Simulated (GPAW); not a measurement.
# Dielectric function and optical constants of Ir

Aim: the dielectric function of Ir, and the optical constants that follow from it. The cell comes from an older database entry, whose edges can differ from later determinations, mostly by under a per cent.

Calculated with GPAW 26.7.0; DFT, PBE, plane-wave PAW (GPAW data sets), scalar-relativistic, RPA, optical limit.

The database entry behind the starting cell differs from later determinations by our own check (0.1 to 0.3 % short, probably kX units), so it need not match the best structure at ambient conditions.

## Step 1: The starting structure

The structure is cubic, space group Fm-3m (No. 225). The conventional cell has a = 3.831 Å, b = 3.831 Å, c = 3.831 Å, α = 90.00°, β = 90.00°, γ = 90.00°. Ir has 12 Ir at 2.71 Å nearest.

Coordinates:

```xyz
1
Lattice="0.0000 1.9156 1.9156 1.9156 0.0000 1.9156 1.9156 1.9156 0.0000" Properties=species:S:1:pos:R:3 pbc="T T T"
Ir    0.0000    0.0000    0.0000
```

## Step 2: Bands for the response

The response needs many more empty bands than the density does.

This step: DFT, PBE, plane-wave PAW (GPAW data sets), scalar-relativistic, bands at fixed density (GPAW 26.7.0).

nscf.py

```python
from ase.dft.bandgap import bandgap
from gpaw import GPAW, FermiDirac

calc = GPAW('gs.gpw').fixed_density(kpts={'size': (19, 19, 19), 'gamma': True}, nbands=28, convergence={'bands': 22},
                                    occupations=FermiDirac(0.05), txt='nscf.txt')
print('gap (eV)', bandgap(calc, output=None)[0])
print('direct gap (eV)', bandgap(calc, direct=True, output=None)[0])
print('top band over the Fermi level (eV)', min(calc.get_eigenvalues(kpt=k)[21] for k in range(len(calc.get_ibz_k_points()))) - calc.get_fermi_level())
calc.write('full.gpw', mode='all')
```

Command:

```sh
OMP_NUM_THREADS=1 python nscf.py
```

Numbers of over 12 decimals in the logs are rounded to 6 here.

Output:

```text
Diagonalizing LCAO Hamiltonian
Converting LCAO to pw mode
convergence criteria:
- Maximum integral of absolute [eigenst]ate change: 4e-08 eV^2 / valence electron
maximum number of iterations: 150

SCF iterations
|iter     |      energy | eigst |  dens |
|iter:   1||             | +3.17 |       |
|iter:   2||             | +1.12 |       |
|iter:   3||             | -1.29 |       |
|iter:   4||             | -3.14 |       |
|iter:   5||             | -5.23 |       |
|iter:   6||             | -6.85 |       |
|iter:   7||             | -7.79c|       |
SCF steps: 7
  __  _  _
 | _ |_)|_||  |
 |__||  | ||/\| - 26.7.0

Versions:
  Python: 3.12.14
  ASE:    3.29.0
  Numpy:  2.5.5
  Scipy:  1.18.1
  Libxc:  7.0.0

Input parameters:
  mode=PW(ecut=500.0),
  convergence={'bands': 22},
  gpts=array([14, 14, 14]),
  kpts=MonkhorstPack(size=(19, 19, 19), gamma=True),
  maxiter=150,
  nbands=28,
  occupations=Occupations(name='fermi-dirac', width=0.05, fixmagmom=False),
  parallel={},
  xc=XC(name='PBE')

--- standard output ---
gap (eV) 0.0
direct gap (eV) 0.0
top band over the Fermi level (eV) 43.374227
```

Run time: 26 s. Hardware: 1 thread of Arm Neoverse V2, shared host; peak memory 0.18 GiB.

## Step 3: Dielectric function, RPA

Transitions between filled and empty bands, summed over the zone, give the optical response, so mesh, band count and broadening shape it.

The induced potential is part of this response.

This step: DFT, PBE, plane-wave PAW (GPAW data sets), scalar-relativistic, RPA, optical limit (GPAW 26.7.0).

df.py

```python
from gpaw.response.df import DielectricFunction

df = DielectricFunction('full.gpw', frequencies={'type': 'nonlinear', 'domega0': 0.03, 'omega2': 8},
                        ecut=50,
                        eta=0.15,
                        nbands=22,
                        rate=0.05,
                        txt='df.txt')
for direction in ['x']:
    df.get_dielectric_function(xc='RPA', direction=direction, filename=f'df_{direction}.csv')
```

Command:

```sh
OMP_NUM_THREADS=1 python df.py
```

Output:

```text
Using integrator: PointIntegrator
NonLinearFrequencyDescriptor(from 0.000 to 101.651 eV, 542 points)
Nonperiodic BCs:  [False False False]
Using integrator: PointIntegrator
NonLinearFrequencyDescriptor(from 0.000 to 101.651 eV, 542 points)
Nonperiodic BCs:  [False False False]
Using integrator: PointIntegrator

Calculating chi0 body with:
    Ground state adapter containing:
    Number of spins: 1
    Number of kpoints: 6859
    Number of irreducible kpoints: 220
    Number of completely occupied states: 5
    Number of partially occupied states: 9

    Linear response parametrization:
    q_c: [0.0, 0.0, 0.0]
    Number of frequency points: 542
    Planewave cutoff: 50.0
    Number of bands: 22
    Number of planewaves: 15
    Broadening (eta): 0.15

Integrating chi0 body.

Symmetries of q_c:
    Direct symmetries (Uq -> q): 48
    Indirect symmetries (TUq -> q): 0
In total 48 allowed symmetries.

220 groups of equivalent kpoints. 96.792535% reduction.

Integral kind: spectral function

Calculating chi0 optical extensions with:
    Ground state adapter containing:
    Number of spins: 1
    Number of kpoints: 6859
    Number of irreducible kpoints: 220
    Number of completely occupied states: 5
    Number of partially occupied states: 9

    Linear response parametrization:
    Number of frequency points: 542
    Planewave cutoff: 50.0
    Number of bands: 22
    Number of planewaves: 15
    Broadening (eta): 0.15
Integrating chi0 head and wings.

Symmetries of q_c:
    Direct symmetries (Uq -> q): 48
    Indirect symmetries (TUq -> q): 0
In total 48 allowed symmetries.

220 groups of equivalent kpoints. 96.792535% reduction.

Integral kind: spectral function wings

Calculating drude chi0 with:
    Number of frequency points:542
    Plasma frequency decay rate: 0.05 eV

    Ground state adapter containing:
    Number of spins: 1
    Number of kpoints: 6859
    Number of irreducible kpoints: 220
    Number of completely occupied states: 5
    Number of partially occupied states: 9

Symmetries of q_c:
    Direct symmetries (Uq -> q): 48
    Indirect symmetries (TUq -> q): 0
In total 48 allowed symmetries.

220 groups of equivalent kpoints. 96.792535% reduction.

Integral kind: intraband
Plasma frequency:
[[11.77-0.j  0.  +0.j  0.  -0.j]
 [ 0.  +0.j 11.77-0.j  0.  -0.j]
 [ 0.  -0.j  0.  -0.j 11.77-0.j]]
```

The job ended after 7.4 s (1 thread; peak memory 0.19 GiB).

Sum at mesh points, not converged in k. The Im ε, E ∥ x by photon energy; read off at these points:

| photon energy (eV) | Im ε, E ∥ x |
| --- | --- |
| 0.50 | 198 |
| 1.00 | 43.3 |
| 1.50 | 31.3 |
| 2.00 | 23.8 |
| 2.28 | 27.1 |
| 2.50 | 22.9 |
| 3.00 | 17.5 |
| 3.50 | 12.0 |
| 4.00 | 11.7 |
| 4.50 | 10.6 |
| 5.00 | 5.56 |
| 5.50 | 4.19 |
| 6.00 | 3.93 |
| 6.50 | 3.55 |
| 7.00 | 3.37 |
| 7.50 | 3.19 |
| 8.00 | 2.86 |
| 8.50 | 4.04 |
| 9.00 | 3.70 |
| 9.50 | 4.73 |
| 10.00 | 4.92 |
| 10.50 | 4.98 |
| 11.00 | 4.21 |
| 11.50 | 3.10 |
| 12.00 | 2.78 |
| 12.50 | 2.39 |
| 13.00 | 1.96 |
| 13.50 | 2.24 |

Values under 1 per cm are given as 1; sum at mesh points, not converged in k. The absorption coefficient, E ∥ x by photon energy:

| photon energy (eV) | absorption coefficient, E ∥ x (1/cm) |
| --- | --- |
| 0.492 | 1.2e6 |
| 1.010 | 1.1e6 |
| 1.486 | 1.2e6 |
| 1.985 | 1.2e6 |
| 2.508 | 1.4e6 |
| 3.018 | 1.4e6 |
| 3.510 | 1.4e6 |
| 3.980 | 1.5e6 |
| 4.516 | 1.7e6 |
| 4.981 | 1.7e6 |
| 5.515 | 1.4e6 |
| 6.021 | 1.5e6 |
| 6.494 | 1.4e6 |
| 6.985 | 1.3e6 |
| 7.496 | 1.3e6 |
| 8.026 | 1.1e6 |
| 8.516 | 1.2e6 |
| 9.023 | 1.2e6 |
| 9.483 | 1.5e6 |
| 10.026 | 1.6e6 |
| 10.519 | 2.0e6 |
| 11.029 | 2.0e6 |
| 11.479 | 2.0e6 |
| 12.023 | 1.8e6 |
| 12.504 | 2.0e6 |
| 13.000 | 1.8e6 |
| 13.512 | 1.7e6 |

Sum at mesh points, not converged in k. Reflectivity at normal incidence, E ∥ x against photon energy; read off at these points:

| photon energy (eV) | reflectivity at normal incidence, E ∥ x (%) |
| --- | --- |
| 0.500 | 97.2 |
| 0.750 | 96.9 |
| 1.000 | 94.2 |
| 1.250 | 89.9 |
| 1.500 | 88.4 |
| 1.750 | 84.3 |
| 2.000 | 80.8 |
| 2.250 | 76.2 |
| 2.500 | 78.0 |
| 2.750 | 77.1 |
| 3.000 | 73.7 |
| 3.250 | 75.4 |
| 3.500 | 71.5 |
| 3.750 | 69.6 |
| 4.000 | 67.7 |
| 4.250 | 67.4 |
| 4.500 | 69.5 |
| 4.750 | 73.6 |
| 5.000 | 76.5 |
| 5.077 | 77.1 |
| 5.250 | 74.5 |
| 5.500 | 67.2 |
| 5.750 | 63.6 |
| 6.000 | 64.3 |
| 6.250 | 58.8 |
| 6.500 | 58.1 |
| 6.750 | 54.2 |
| 7.000 | 46.7 |
| 7.250 | 46.9 |
| 7.500 | 41.3 |
| 7.750 | 37.1 |
| 8.000 | 32.6 |
| 8.250 | 24.6 |
| 8.500 | 27.0 |
| 8.750 | 31.6 |
| 9.000 | 26.2 |
| 9.250 | 27.2 |
| 9.500 | 30.6 |
| 9.750 | 33.5 |
| 10.000 | 31.7 |
| 10.250 | 36.6 |
| 10.500 | 39.8 |
| 10.750 | 40.7 |
| 11.000 | 42.1 |
| 11.250 | 45.6 |
| 11.500 | 43.9 |
| 11.750 | 41.8 |
| 12.000 | 37.0 |
| 12.250 | 40.7 |
| 12.423 | 44.3 |
| 12.500 | 44.1 |
| 12.750 | 41.5 |
| 13.000 | 38.7 |
| 13.250 | 33.3 |
| 13.500 | 29.0 |
| 13.750 | 34.4 |

The loss function −Im 1/ε at q → 0, E ∥ x has structure finer than the step of the table below, so its rows give means over 0.5 eV, whole bins alone (the curve runs from 0.305 to 14.0 eV). Peaks (eV: height): 8.15: 0.345, 13.34: 0.477.

Sum at mesh points, not converged in k. Table of loss function −Im 1/ε at q → 0, E ∥ x by energy loss; means over each step:

energy loss (eV), loss function −Im 1/ε at q → 0, E ∥ x and a bar:
```
      1.0      0.003 
      1.5      0.008 
      2.0      0.017 #
      2.5      0.021 #
      3.0      0.028 ##
      3.5      0.038 ##
      4.0      0.047 ###
      4.5      0.045 ###
      5.0      0.043 ###
      5.5      0.075 #####
      6.0      0.099 #######
      6.5      0.134 #########
      7.0      0.190 #############
      7.5      0.244 #################
      8.0      0.314 ######################
      8.5      0.262 ###################
      9.0      0.259 ##################
      9.5      0.209 ###############
     10.0      0.201 ##############
     10.5      0.184 #############
     11.0      0.194 ##############
     11.5      0.228 ################
     12.0      0.273 ###################
     12.5      0.273 ###################
     13.0      0.369 ##########################
     13.5      0.421 ##############################
```

Sum at mesh points, not converged in k. Table of Im ε, E ∥ x by photon energy; read off at these points:

| photon energy (eV) | without local fields | with local fields |
| --- | --- | --- |
| 0.50 | 198 | 198 |
| 1.00 | 43.3 | 43.3 |
| 1.50 | 31.3 | 31.3 |
| 2.00 | 23.8 | 23.8 |
| 2.28 | 27.1 | 27.1 |
| 2.50 | 22.8 | 22.9 |
| 3.00 | 17.4 | 17.5 |
| 3.50 | 12.0 | 12.0 |
| 4.00 | 11.7 | 11.7 |
| 4.50 | 10.6 | 10.6 |
| 5.00 | 5.52 | 5.56 |
| 5.50 | 4.16 | 4.19 |
| 6.00 | 3.89 | 3.93 |
| 6.50 | 3.54 | 3.55 |
| 7.00 | 3.36 | 3.37 |
| 7.50 | 3.18 | 3.19 |
| 8.00 | 2.85 | 2.86 |
| 8.50 | 4.02 | 4.04 |
| 9.00 | 3.67 | 3.70 |
| 9.50 | 4.67 | 4.73 |
| 10.00 | 4.84 | 4.92 |
| 10.50 | 4.87 | 4.98 |
| 11.00 | 4.12 | 4.21 |
| 11.50 | 3.03 | 3.10 |
| 12.00 | 2.71 | 2.78 |
| 12.50 | 2.32 | 2.39 |
| 13.00 | 1.94 | 1.96 |
| 13.50 | 2.24 | 2.24 |

Optical constants at common wavelengths, from n + ik = √ε:

| wavelength (nm) | n | k | R (%) | 1/α |
| --- | --- | --- | --- | --- |
| 1064 | 2.33 | 9.533 | 90.8 | 8.9 nm |
| 800 | 2.00 | 7.518 | 87.8 | 8.5 nm |
| 532 | 2.42 | 5.507 | 77.0 | 7.7 nm |
| 450 | 1.83 | 4.884 | 77.1 | 7.3 nm |
| 405 | 1.87 | 4.608 | 74.6 | 7.0 nm |
| 365 | 1.49 | 4.088 | 73.9 | 7.1 nm |
| 308 | 1.61 | 3.622 | 67.7 | 6.8 nm |

In reflection the computed colour is near white: x = 0.316, y = 0.329, luminous reflectivity 78 %.

## Step 4: Outcome

What this shows: At this level (PBE, RPA) Ir is a metal. The mesh is too coarse to trust the carriers' weight, the reflectivity or the colour to better than tens of per cent. In reflection the computed colour is near white: x = 0.316, y = 0.329, luminous reflectivity 78 %. The carriers' damping of 0.05 eV is typed, not computed; it shapes the response at the lowest energies. Spin-orbit coupling is left out although heavy atoms are present. In this version of GPAW the matrix elements of the optical limit are incomplete, which can lower ε − 1 by up to a tenth where first-row anions or d states rule, and shift it by more in d metals. GPAW's carrier term has the form −ωp²/(ω + i·rate)², which damps like twice the rate and fails at low energy, so the curves leave the lowest energies out. The sum runs over mesh points 0.15 Å⁻¹ apart with no interpolation, so peaks are partly noise of the mesh, and the Drude plasma energy, a sum over the Fermi surface, isn't converged.

[Machine, clock and banner lines and Python warnings are left out of the logs.]

[Logs are printed without paths, hosts, clocks, repeated set-up lines and the standing remarks that a program may print on its own settings, such as how far it seeks lower states.]

[Hosts, paths, dates, database ids (printed as entryN), source tags and the programs' standing remarks are cut or masked in the printed files.]
